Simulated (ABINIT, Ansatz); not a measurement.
# Calculated records

```cif
data_yscb2o6
_symmetry_space_group_name_H-M 'R-3:H'
_symmetry_Int_Tables_number 148
_cell_length_a 4.9105
_cell_length_b 4.9105
_cell_length_c 16.1191
_cell_angle_alpha 90.000
_cell_angle_beta 90.000
_cell_angle_gamma 120.000
_cell_volume 336.61
loop_
_atom_site_label
_atom_site_type_symbol
_atom_site_symmetry_multiplicity
_atom_site_Wyckoff_symbol
_atom_site_fract_x
_atom_site_fract_y
_atom_site_fract_z
_atom_site_occupancy
Y1 Y 3 b 0.33333 0.66667 0.16667 1
Sc1 Sc 3 a 0.00000 0.00000 0.00000 1
B1 B 6 c 0.66667 0.33333 0.07833 1
O1 O 18 f 0.93878 0.31322 0.07968 1
_calc_subject 'Quasiparticle gap of YScB2O6 (R-3) in ABINIT'
_calc_method 'RPA screening on LDA, plane waves, norm-conserving pseudopotentials (and 2 further levels or steps)'
_calc_program 'ABINIT 10.8.3'
_calc_settings 'cutoff 36 Ha, PseudoDojo scalar-relativistic 0.4.1 standard, norm-conserving, ngkpt (2, 2, 2), nband 214, ecuteps 6.5 Ha, inclvkb 2, shiftk (0, 0, 0), symchi 1, awtr 1, frequency ppm, 2×2×2 k-mesh'
_calc_cost '5 runs, 11 min in all on 4 MPI ranks of Arm Neoverse V1, shared host'
_calc_notes 'The cell and positions are those that the Materials Project relaxed with its own functionals (PBE, PBE+U or r2SCAN), kept fixed. Limits: no spin-orbit coupling. The 2×2×2 mesh is coarse for this cell, which bears on the long-range parts of exchange and screening.'
_calc_lda_gap '4.39 eV, direct'
_calc_g0w0_gap_on_the_mesh '7.44 eV'
_calc_gw_settings '2×2×2 mesh, 214 bands, screening to 176.9 eV, Godby-Needs plasmon pole'
_calc_known_limits 'short of the basis limit; no spin-orbit coupling; coarse k mesh'
```

[Long decimals in the printed logs are rounded to 6 places.]

[Logs are printed without paths, hosts, clocks, repeated set-up lines and the standing remarks that a program may print on its own settings, such as how far it seeks lower states.]

[Paths, hosts, dates, memory and timing lines, banners, echoed tables and standing remarks are left out of the program output; an Ansatz launch command may be rebuilt from the run's recorded settings. Measured values are a selection of at most five: reports struck by readers or far from the other reports are left out. None is set beside runs whose start may be inverted or whose files or cutoffs have a known fault.]

[Runs of the session that timed out or met a known fault of the program may be left out.]

[Hosts, paths, dates, database ids (printed as entryN), source tags and the programs' standing remarks are cut or masked in the printed files.]

[G0W0 gaps are taken among the corrected bands and points alone; a level outside them can change the order at an edge.]

[Where Ansatz stands beside ABINIT at settings called matched, ABINIT's density can come from a denser mesh and the files from another edition; pairs whose starting gaps differed by over 0.03 eV were left out, so agreement reads better than it is.]
